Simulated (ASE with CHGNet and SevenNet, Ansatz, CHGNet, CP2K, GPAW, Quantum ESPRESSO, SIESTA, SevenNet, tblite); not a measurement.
# Running glassy 76SiO2-24MgO (mol %) (94 atoms) with machine-learned potentials

Aim: run glassy 76SiO2-24MgO (mol %) (94 atoms) in machine-learned potentials and see how near its forces come to a plane-wave reference, and at what cost.

Calculated with ASE with CHGNet and SevenNet; the method is named at each step.

## 1. Set-up

The cell holds 94 atoms: 26 Si, 8 Mg and 60 O. Cell: a = 10.793 Å, b = 10.793 Å, c = 10.793 Å, α = 90.0°, β = 90.0°, γ = 90.0°. 94 atoms (26 Si, 8 Mg, 60 O) placed at random at 2.34 g/cm³, melted at 4000 K for 10 ps at fixed volume with the Morse and Coulomb pair potential with partial charges (Pedone, Malavasi, Menziani, Cormack and Segre, J. Phys. Chem. B 110, 11780 (2006)). Quenched from 4000 K to 300 K at 50 K/ps and fixed volume, held 10 ps at zero pressure. Then every atom was moved at random, 0.05 Å r.m.s. a Cartesian component.

The yardstick, on the same geometry:

| Property | Result |
| --- | --- |
| method | Kohn-Sham DFT, PBE, PAW, plane waves (Ansatz 0.2.0); cutoff 420 eV, Γ point, fermi-dirac smearing of 0.05 eV; PAW set soft_2 |
| r.m.s. force component | 2.761 eV/Å |
| longest force | 15.49 eV/Å |
| pressure | 5.547 GPa |
| gap (highest filled to lowest empty level) | 1.886 eV |
| SCF cycles | 9 |
| time | 11 s on 8 threads of Arm Neoverse V1, shared host |
| CPU time | 81 s |

## 2. CHGNet 0.3.0 potential

Method: machine-learned interatomic potential CHGNet 0.3.0, trained on PBE(+U) plane-wave data.

Input file run.py:

```python
import numpy as np
from ase.io import read
import mlip  # loads the published weights by name

atoms = read("structure.xyz")
atoms.calc = mlip.calc("chgnet-0.3.0")
energy = atoms.get_potential_energy()
forces = atoms.get_forces()
print(f"energy {energy:.6f} eV")
print("forces (eV/A)")
for i, (a, f) in enumerate(zip(atoms, forces)):
    print(f"{i:4d} {a.symbol:2s} {f[0]:10.5f} {f[1]:10.5f} {f[2]:10.5f}")
stress = -atoms.get_stress(voigt=False) * 160.21766
print("stress (GPa, compression positive)")
for row in stress:
    print(" ".join(f"{x:10.4f}" for x in row))
```

Input file structure.xyz:

```xyz
94
Lattice="10.79285 0.00000 0.00000 0.00000 10.79285 0.00000 0.00000 0.00000 10.79285" Properties=species:S:1:pos:R:3 pbc="T T T"
Si 4.18104 3.43277 8.21811
Si 2.12004 4.95327 9.93978
Si 1.86727 1.24398 8.39295
Si 1.22445 10.74720 3.00915
Si 0.41326 4.95554 7.09285
Si 9.47396 1.92739 9.01052
Si 7.88666 10.51990 8.37234
Si 8.59888 2.74160 2.44555
Si 0.74384 3.73497 1.78158
Si 7.43627 3.41270 5.06023
Si 7.14692 3.81937 8.19825
Si 3.30175 3.03765 3.36133
Si 7.43390 10.78368 3.27908
Si 5.83073 3.63071 1.36400
Si 1.73063 9.18256 7.17401
Si 3.15378 5.16524 5.68783
Si 0.09908 6.62314 3.10478
Si 2.47038 10.51990 0.30932
Si 6.49287 6.85961 8.66374
Si 9.21709 8.36457 9.61265
Si 5.74039 6.66566 0.88728
Si 8.33445 7.96296 1.59918
Si 10.14204 7.38879 6.12991
Si 1.52870 7.89292 9.74864
Si 7.64058 9.15061 5.56123
Si 5.17863 1.07000 4.62776
Mg 2.77916 7.88580 4.37510
Mg 9.61373 10.72777 1.08036
Mg 4.72284 9.05175 6.49352
Mg 5.78518 6.45445 5.02234
Mg 10.46799 2.06446 5.14733
Mg 5.36653 0.66106 10.30814
Mg 2.82568 7.56741 1.30960
Mg 4.50256 9.80142 2.39968
O 6.29730 8.63784 4.99504
O 5.85890 0.29367 3.48318
O 3.99854 10.50781 0.59145
O 2.21707 0.60354 9.83272
O 2.84402 8.73919 6.06170
O 3.76746 1.65735 4.07829
O 6.13671 2.44857 4.86337
O 5.61951 5.22266 1.00805
O 2.98789 2.31895 7.96750
O 0.41995 5.06401 2.65796
O 1.80143 8.97415 0.15132
O 8.51783 2.88083 4.02260
O 1.09429 4.79408 8.72203
O 9.34855 9.62075 8.74739
O 10.63862 7.72315 9.79332
O 10.19601 6.16822 7.10796
O 4.01634 4.37143 6.88033
O 2.05075 6.54565 10.44942
O 5.80709 2.84305 8.38227
O 10.67229 6.81698 4.61438
O 8.03668 10.34246 4.61524
O 4.52620 7.81759 1.64213
[... 34 atom lines left out ...]
O 1.57468 10.69312 7.42332
O 0.28752 1.89263 8.60946
O 1.63048 7.29553 2.75498
O 5.87811 7.47383 7.47934
```

Command:

```sh
> OMP_NUM_THREADS=1 python run.py > output.txt
```

The program printed:

```text
CHGNet v0.3.0 initialized with 412,525 parameters
CHGNet will run on cpu
energy -724.943481 eV
forces (eV/A)
   0 Si   -0.37707    1.22696   -1.77781
   1 Si   -4.74791   -1.25869    0.32424
   2 Si   -4.05425    0.27957    0.08723
   3 Si   -0.95659   -1.45016    3.27895
   4 Si    3.87809   -4.17412    1.02592
   5 Si    1.02157    2.64980    2.39743
   6 Si    1.66342   -3.27869   -1.68029
   7 Si   -1.47767   -0.56932   -3.35438
   8 Si    2.03164    2.80936    2.47379
   9 Si   -5.59704    4.43147    1.18377
  10 Si    4.81006   -6.69223   -1.93383
  11 Si    6.07036    0.99327    3.55552
  12 Si    0.60069   -4.08515   -1.66628
  13 Si   -7.32481   -3.28343   -0.60901
  14 Si   -1.73787   -1.12091   -6.96345
  15 Si    4.93861   -4.44671   -0.53147
  16 Si    2.97361   -0.59368   -3.54320
  17 Si   -2.04601    0.09238    0.98298
  18 Si    2.92786   -1.44101    6.47140
  19 Si    0.77825    0.16186    0.49162
  20 Si   -1.01676    9.11677   -0.69225
  21 Si    9.78432    9.70634    5.22796
  22 Si   -0.92922    1.92082   -4.60161
  23 Si   -6.08284   -0.81963    3.44748
[...]
86 O     0.45355    2.80695   -2.69115
  87 O    -1.06419    0.49867   -0.37815
  88 O     0.47691   -0.55934    1.59611
  89 O    -3.80369   -2.72400    0.16051
  90 O     0.53069    4.04639    0.80119
  91 O     2.14081   -0.17388   -1.55411
  92 O    -1.26494   -0.76320    0.70188
  93 O    -3.66987    2.60474   -5.31727
stress (GPa, compression positive)
    3.6671     2.3110     1.5245
    2.3110     6.0155    -1.4783
    1.5245    -1.4783     7.8302
```

It took 4.5 s on 1 thread of Arm Neoverse V1, shared host; peak memory 1.2 GiB.

Banners, paths, timers and routine set-up lines are dropped from the logs unmarked, and long logs keep their key lines alone; longer cuts are marked.

Compared with the plane-wave run:

| Property | Result |
| --- | --- |
| r.m.s. force component | 2.757 eV/Å |
| r.m.s. difference of force components | 192.6 meV/Å |
| longest difference of force vectors | 890.9 meV/Å |
| force difference over r.m.s. force | 6.976 % |
| slope of forces against the reference's | 0.9959 |
| correlation of force components | 0.9976 |
| pressure | 5.838 GPa |
| pressure difference | 0.2904 GPa |

Length of the force difference by element (eV/Å):

| element | atoms | mean | most |
| --- | --- | --- | --- |
| Mg | 8 | 0.31 | 0.43 |
| O | 60 | 0.25 | 0.71 |
| Si | 26 | 0.38 | 0.89 |

A closer look about Mg33, one of the 8 Mg atoms: 12 atoms, nearest first, numbered in the order of the input, with positions taken from that point.

| atom | x | y | z | distance (Å) | bonds | Fx | Fy | Fz (eV/Å) |
| --- | --- | --- | --- | --- | --- | --- | --- | --- |
| Mg33 | 0.00 | 0.00 | 0.00 | 0.00 | 4 | -3.36 | -0.59 | 0.04 |
| O56 | 1.70 | 0.25 | 0.33 | 1.75 | 3 | 5.01 | -1.25 | 0.38 |
| O93 | -1.20 | -0.27 | 1.45 | 1.90 | 3 | -1.26 | -0.76 | 0.70 |
| O45 | -1.02 | 1.41 | -1.16 | 2.09 | 3 | 1.29 | 0.74 | 0.61 |
| O52 | -0.77 | -1.02 | -1.65 | 2.09 | 3 | 1.80 | -0.79 | 0.34 |
| Si24 | -1.30 | 0.33 | -2.35 | 2.71 | 4 | -6.08 | -0.82 | 3.45 |
| Mg34 | 1.68 | 2.23 | 1.09 | 3.00 | 4 | -0.57 | -0.26 | 0.49 |
| O60 | -0.32 | 2.15 | 2.13 | 3.04 | 3 | 1.18 | 1.03 | -1.09 |
| Si21 | 2.91 | -0.90 | -0.42 | 3.08 | 4 | -1.02 | 9.12 | -0.69 |
| Mg27 | -0.05 | 0.32 | 3.07 | 3.08 | 4 | -1.08 | 0.18 | -1.05 |
| Si18 | -0.36 | 2.95 | -1.00 | 3.14 | 4 | -2.05 | 0.09 | 0.98 |
| O37 | 1.17 | 2.94 | -0.72 | 3.25 | 3 | 2.69 | -0.89 | 0.77 |

Atoms are counted from 1 here, from 0 in the log.

Forces lie 7.0 % from the reference's, at 0.056 times its CPU time (on 1 against 8 cores).

## 3. SevenNet l3i5 potential

Method: machine-learned interatomic potential SevenNet l3i5, trained on PBE(+U) plane-wave data.

run.py: that of step 2 with these lines changed.

```diff
@@ -5,3 +5,3 @@
 atoms = read("structure.xyz")
-atoms.calc = mlip.calc("chgnet-0.3.0")
+atoms.calc = mlip.calc("7net-l3i5")
 energy = atoms.get_potential_energy()
```

structure.xyz is that of step 2.

The program printed:

```text
energy -683.284363 eV
forces (eV/A)
   0 Si   -0.25691    1.44992   -1.71355
   1 Si   -4.67403   -1.30696    0.56995
   2 Si   -4.13726   -0.00942   -0.04032
   3 Si   -1.03243   -1.80511    3.10174
   4 Si    3.61981   -3.83082    0.66715
   5 Si    1.05540    2.62832    2.62366
   6 Si    1.70179   -3.44411   -1.81261
   7 Si   -1.41595   -0.78083   -3.22516
   8 Si    1.90459    2.31360    2.61370
   9 Si   -5.49401    4.55386    1.06530
  10 Si    4.82318   -6.57621   -1.99723
  11 Si    5.94763    0.79850    3.59455
  12 Si    0.97466   -3.58999   -1.82594
  13 Si   -7.11936   -3.03349   -0.44291
  14 Si   -1.74608   -1.28231   -7.06876
  15 Si    4.78452   -4.45136   -0.78685
  16 Si    2.70741   -0.27840   -3.42843
  17 Si   -2.14989    0.46404    1.27254
  18 Si    2.78437   -1.31910    6.15518
  19 Si    0.75832   -0.06012    0.66183
  20 Si   -0.76136    8.98742   -0.72598
  21 Si   10.24788    9.75476    5.17838
  22 Si   -1.05365    1.93524   -4.68416
  23 Si   -6.40102   -0.67109    3.25437
[...]
86 O     0.50807    2.65750   -2.60107
  87 O    -1.06218    0.42180   -0.40727
  88 O     0.48407   -0.57225    1.54836
  89 O    -3.83681   -2.57940    0.18919
  90 O     0.55676    4.16057    0.94598
  91 O     2.13110   -0.11501   -1.46878
  92 O    -1.07119   -0.77359    0.67777
  93 O    -3.64393    2.60308   -5.09924
stress (GPa, compression positive)
    2.8297     2.3847     1.5380
    2.3847     5.8868    -1.3526
    1.5380    -1.3526     7.7910
```

The job ended after 11 s (1 thread; peak memory 1.6 GiB).

Against the reference:

```
r.m.s. force component                  : 2.742 eV/Å
r.m.s. difference of force components   : 100 meV/Å
longest difference of force vectors     : 858.2 meV/Å
force difference over r.m.s. force      : 3.623 %
slope of forces against the reference's : 0.9924
correlation of force components         : 0.9994
pressure                                : 5.503 GPa
pressure difference                     : -0.0447 GPa
```

Against the first run (7.0 %), the force difference from the reference is 3.6 %, at 2.6 times the CPU time.

## 4. CHGNet r2SCAN potential

Method: machine-learned interatomic potential CHGNet r2SCAN, trained on r2SCAN plane-wave data.

run.py: that of step 3 with these lines changed.

```diff
@@ -5,3 +5,3 @@
 atoms = read("structure.xyz")
-atoms.calc = mlip.calc("7net-l3i5")
+atoms.calc = mlip.calc("chgnet-r2scan")
 energy = atoms.get_potential_energy()
```

structure.xyz is that of step 3.

The program printed:

```text
CHGNet vr2scan initialized with 412,525 parameters
CHGNet will run on cpu
energy -880.459167 eV
forces (eV/A)
   0 Si   -0.45045    1.08907   -1.84685
   1 Si   -4.50471   -0.98123    0.39035
   2 Si   -3.52750    0.18481    0.16023
   3 Si   -0.94320   -1.27962    2.79297
   4 Si    3.57106   -4.07238    0.87860
   5 Si    1.09359    2.45212    2.45352
   6 Si    1.38199   -3.09939   -1.63980
   7 Si   -1.05549   -0.82348   -3.04518
   8 Si    1.70014    2.58723    2.25236
   9 Si   -5.12352    3.80645    1.37791
  10 Si    4.39620   -6.60606   -1.85212
  11 Si    5.68933    0.69933    3.61796
  12 Si    0.61084   -3.71114   -1.80517
  13 Si   -6.94295   -2.98264   -0.55031
  14 Si   -1.62616   -1.00097   -6.61805
  15 Si    4.84945   -4.22003   -1.05027
  16 Si    2.51507   -0.72953   -3.42628
  17 Si   -1.91276    0.03001    0.92182
  18 Si    2.67602   -1.34215    5.91848
  19 Si    0.85506    0.11970    0.59902
  20 Si   -1.25213    8.82559   -0.63048
  21 Si    9.48734    9.38586    5.03487
  22 Si   -0.82786    2.08618   -4.29918
  23 Si   -5.53563   -0.70868    3.38351
[...]
86 O     0.51722    2.66185   -2.74042
  87 O    -0.84198    0.52838   -0.19824
  88 O     0.22360   -0.46717    1.20638
  89 O    -3.92652   -2.51583    0.35936
  90 O     0.59785    3.96145    1.09423
  91 O     1.81274   -0.26946   -1.32705
  92 O    -1.37175   -0.73932    0.65612
  93 O    -3.04632    2.13911   -4.39697
stress (GPa, compression positive)
   -0.7928     2.1013     1.4336
    2.1013     1.5479    -1.4037
    1.4336    -1.4037     3.0870
```

The job ended after 4.1 s (1 thread; peak memory 1.2 GiB).

Against the reference:

- r.m.s. force component: 2.606 eV/Å
- r.m.s. difference of force components: 305.1 meV/Å
- longest difference of force vectors: 1307 meV/Å
- force difference over r.m.s. force: 11.05 %
- slope of forces against the reference's: 0.9391
- correlation of force components: 0.9952
- pressure: 1.281 GPa
- pressure difference: -4.266 GPa

Against the first run (7.0 %), the force difference from the reference is 11 %, at 0.92 times the CPU time; this potential was trained at another functional than the reference's.

## 5. All runs compared

Differences are against the plane-wave reference, forces as r.m.s. over components; share is that over the reference's r.m.s. force, slope the least-squares factor from reference forces to these. Total energies of different programs have different zeros and aren't compared.

| run | Δ force, r.m.s. (meV/Å) | share (%) | slope | Δ pressure (GPa) | cores | CPU time | memory (GiB) |
| --- | --- | --- | --- | --- | --- | --- | --- |
| reference | - | - | - | - | 8 | 81 s | 1.6 |
| CHGNet 0.3.0 potential | 193 | 6.98 | 0.996 | 0.290 | 1 | 4.5 s | 1.2 |
| SevenNet l3i5 potential | 100 | 3.62 | 0.992 | -0.0447 | 1 | 11 s | 1.6 |
| CHGNet r2SCAN potential | 305 | 11.0 | 0.939 | -4.27 | 1 | 4.1 s | 1.2 |

Times of the machine-learned potentials are mostly Python's start and the loading of weights.

CPU time is summed over cores on a shared host, where runs went side by side, so it is rough. Symmetry, cutoffs, thresholds, outputs and thread counts weren't matched or tuned between programs; memory under MPI is the largest rank's times the ranks.

## 6. Summary of results

```yaml
nearest_in_forces: SevenNet l3i5 potential, 3.6 %
its_cpu_time: 11 s
```

What this shows: Machine-learned potentials differ by 3.6 % (SevenNet l3i5 potential) to 11 % (CHGNet r2SCAN potential); they were trained on other programs' data, some at another functional. Forces of 2.8 eV/Å r.m.s. are well above thermal ones: they come largely from the bond lengths of the classical model and from the random displacements, and they dominate the comparison. Machine-learned potentials mimic data converged in k, so the reference's own k-point error enters their differences. The quench rate of 50 K/ps is many orders above laboratory rates, so the cell is likely richer in defects and strain than a real sample. The network of bonds at the start is that of the classical potential that made the cell, and needn't be the one that DFT or experiment would give. The reference's stress is far from hydrostatic: its diagonal is 2.9, 5.9, 7.8 GPa, compression counted positive. The electronic-structure runs sample only Γ, in a cell whose shortest periodic width is 11 Å.

[Also dropped from logs without a mark: logging warnings of Python, and SIESTA's first energy breakdown and zero terms.]

[Logs are printed without paths, hosts, clocks, repeated set-up lines and the standing remarks that a program may print on its own settings, such as how far it seeks lower states.]

[Hosts, paths, dates, database ids (printed as entryN), source tags and the programs' standing remarks are cut or masked in the printed files.]
